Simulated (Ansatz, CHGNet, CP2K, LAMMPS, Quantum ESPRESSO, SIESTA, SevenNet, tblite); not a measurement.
# Bulk modulus of amorphous carbon (106 atoms) across programs

Aim: pressure against volume for amorphous carbon (106 atoms), with plane waves as the reference.

The results are calculated values.

### Step 1. Set-up

The cell holds 106 atoms (106 C), with edges of 10.74, 10.74 and 10.74 Å. Recipe: 106 atoms (106 C) placed at random at 1.71 g/cm³, melted at 6000 K for 10 ps at fixed volume with the LCBOP (Los and Fasolino, Phys. Rev. B 68, 024107 (2003)). Quenched from 6000 K to 100 K at 500 K/ps and fixed volume, held 5 ps, then minimised at fixed cell. Then the atoms were relaxed with SevenNet 0 in the fixed cell.

Bonds by pair of elements; cutoffs follow the first minimum of g(r), held within bounds set by covalent radii, and pairs that aren't listed don't count as bonded:

```csv
pair A-B,cutoff (Å),bonds,mean length (Å),spread (Å),shortest (Å),B about A,A about B
C-C,1.85,154,1.46,0.09,1.21,2.91,2.91
```

### Step 2. The reference input

Quantum ESPRESSO 7.5: Kohn-Sham DFT, PBE, SSSP efficiency 1.3.0 pseudopotentials, plane waves. Its input, pw.in, for the unchanged cell:

```
&control
  calculation = 'scf'
  pseudo_dir = './pseudo'
  outdir = './tmp'
  disk_io = 'none'
  tprnfor = .true.
  tstress = .true.
/
&system
  ibrav = 0
  nat = 106
  ntyp = 1
  ecutwfc = 45
  ecutrho = 360
  nosym = .true.
  occupations = 'smearing'
  smearing = 'fd'
  degauss = 0.003675
/
&electrons
  conv_thr = 5.3e-07
  electron_maxstep = 100
  mixing_beta = 0.2
  mixing_mode = 'local-TF'
  diagonalization = 'david'
/
ATOMIC_SPECIES
C 12.011 C.upf
CELL_PARAMETERS angstrom
10.73700 0.00000 0.00000
0.00000 10.73700 0.00000
0.00000 0.00000 10.73700
ATOMIC_POSITIONS crystal
C 0.31371 0.10319 0.44290
C 0.11953 0.64241 0.85333
C 0.31221 0.25402 0.82824
C 0.20898 0.39459 0.64979
[... 100 atom lines left out ...]
C 0.46544 0.59647 0.36580
C 0.55766 0.37146 0.74279
K_POINTS gamma
```

```console
$ OMP_NUM_THREADS=1 mpirun -np 2 pw.x -in pw.in > output.txt
```

Wall time 4.6 min (2 MPI ranks of Intel Xeon Platinum 8488C (Sapphire Rapids), shared host); peak memory 3.2 GiB; 9.2 min of CPU time.

It converged with an r.m.s. force component of 0.62 eV/Å and a pressure of -5.7 GPa.

### Step 3. Programs and settings

Every level solves the same cells as single points. CPU time is summed over a level's finished runs, on a host shared with the other runs, so it is rough; the force column is the median over cells of the r.m.s. difference of force components from the reference.

```
                 level                      basis or training data  k-points  runs finished  CPU time  peak memory (GiB)  force difference (meV/Å)
               QE, PBE     plane waves, SSSP efficiency, 45/360 Ry         Γ         3 of 3    29 min                3.2                 reference
 CP2K double zeta, PBE  DZVP-MOLOPT-SR, GTH-PBE potentials, 450 Ry         Γ         3 of 3    22 min                2.7                        47
       SIESTA DZP, PBE    DZP orbitals, shift 0.01 Ry, mesh 300 Ry         Γ         3 of 3    21 min                1.5                       411
CP2K double zeta, RPBE  DZVP-MOLOPT-SR, GTH-PBE potentials, 450 Ry         Γ         3 of 3    17 min                2.7                        42
       tblite GFN1-xTB  tight binding with its own dispersion term         Γ         3 of 3      15 s               0.11                       369
          CHGNet 0.3.0          trained on PBE(+U) plane-wave data         -         3 of 3      24 s                1.9                       639
            SevenNet 0          trained on PBE(+U) plane-wave data         -         3 of 3      39 s                1.1                       623
```

The reference's own r.m.s. force component runs from 610 to 638 meV/Å over these cells. SevenNet 0 relaxed the atoms, so in the cells that it relaxed its own forces are small, and its entry isn't an independent test there.

### Step 4. Pressure against volume

The cell is scaled evenly, and at each volume SevenNet 0 relaxes the atoms again before the single points. The unchanged volume is 11.677 Å³ an atom. Pressures in GPa:

```
                 level   -3 %       0    +3 %
               QE, PBE  -2.14   -5.74   -8.97
 CP2K double zeta, PBE  -1.65   -5.27   -8.52
       SIESTA DZP, PBE   3.74   -0.28   -3.92
CP2K double zeta, RPBE  -0.73   -4.37   -7.64
       tblite GFN1-xTB  -7.06  -10.91  -14.35
          CHGNet 0.3.0  -2.39   -5.42   -8.24
            SevenNet 0  -2.73   -5.53   -8.12
```

Energy less that of the unchanged cell at the same level, in meV an atom:

```csv
level,-3 %,+3 %
"QE, PBE",-11.72,18.78
"CP2K double zeta, PBE",-11.25,18.29
"SIESTA DZP, PBE",-6.33,13.68
"CP2K double zeta, RPBE",-9.12,16.21
tblite GFN1-xTB,-20.53,27.91
CHGNet 0.3.0,-9.16,15.89
SevenNet 0,-9.11,14.96
```

### Step 5. Moduli

From the three volumes nearest the unchanged one: B from the slope of pressure against ln V and from the curvature of the energy, the pressure that the slope of the energy implies, and the volume change at which the printed pressure crosses zero (a dash if it doesn't within the range).

```
                 level  B from pressures (GPa)  B from energies (GPa)  printed pressure (GPa)  pressure from energies (GPa)  zero pressure at (%)
               QE, PBE                   113.9                  107.6                   -5.74                         -6.97                     -
 CP2K double zeta, PBE                   114.4                  107.2                   -5.27                         -6.76                     -
       SIESTA DZP, PBE                   127.6                  112.2                   -0.28                         -4.58                  -0.2
CP2K double zeta, RPBE                   115.1                  108.0                   -4.37                         -5.79                     -
       tblite GFN1-xTB                   121.5                  112.4                  -10.91                        -11.08                     -
          CHGNet 0.3.0                    97.5                  102.7                   -5.42                         -5.73                     -
            SevenNet 0                    89.9                   89.2                   -5.53                         -5.50                     -
```

As a check by hand on the reference: from -3 to +3 % the pressure falls by 6.83 GPa while ln V grows by 0.0600, a ratio of 113.8 GPa.

### Step 6. Findings

The plane-wave reference (PBE) gives a bulk modulus of 113.9 GPa from its pressures, at a volume where its pressure is -5.74 GPa, and the pressure stays negative over the whole range. Other programs at PBE: CP2K double zeta, PBE 114.4 GPa (+0 %) and SIESTA DZP, PBE 127.6 GPa (+12 %); their pressures lie +0.47 to +5.46 GPa from the reference's. Other functionals: CP2K double zeta, RPBE 115.1 GPa (+1 %); its pressure lies +1.37 GPa from the reference's.

Learned potentials: CHGNet 0.3.0 97.5 GPa (-14 %) and SevenNet 0 89.9 GPa (-21 %); their pressures lie +0.21 to +0.32 GPa from the reference's. Tight binding: tblite GFN1-xTB 121.5 GPa (+7 %); its pressure lies -5.17 GPa from the reference's. The moduli are read at one volume but at unlike pressures, and a cell under tension is as a rule softer than one under compression. Moduli from the energies run from 89 to 112 GPa and part from those from pressures by as much as -12 % (SIESTA DZP, PBE); they rest on small differences of energy, and for levels other than SevenNet 0 they hold the work of leftover forces. Printed pressure and the slope of the energy part noticeably for SIESTA DZP, PBE; the atoms move along a path that isn't these levels' own, so their forces do work along it, and an error in the stress can't be told from that.

**Limits.** The atoms follow SevenNet 0, not each level's own minimum, so these moduli only approach relaxed ones and hang on that choice. Three points at finite strain give rough moduli, at the given volume rather than at zero pressure. Pressures at a fixed plane-wave cutoff or in a small atom-centred basis hold some basis error. The quench rate of 500 K/ps is many orders above laboratory rates, so the cell is likely richer in defects and strain than a real sample. The reference samples only Γ, in a cell whose shortest periodic width is 11 Å. The reference isn't exact: its cutoffs and mesh weren't converged further here. SIESTA's automatically made basis is far from complete, and its potentials were converted by us (checked for H, C, O, Si, Ge and Ca alone). Where levels are smeared, the DFT runs use Fermi–Dirac occupations at 580 K (0.05 eV), and energies are free energies.

[Logs are printed without paths, hosts, clocks, repeated set-up lines and the standing remarks that a program may print on its own settings, such as how far it seeks lower states.]

[Hosts, paths, dates, database ids (printed as entryN), source tags and the programs' standing remarks are cut or masked in the printed files.]
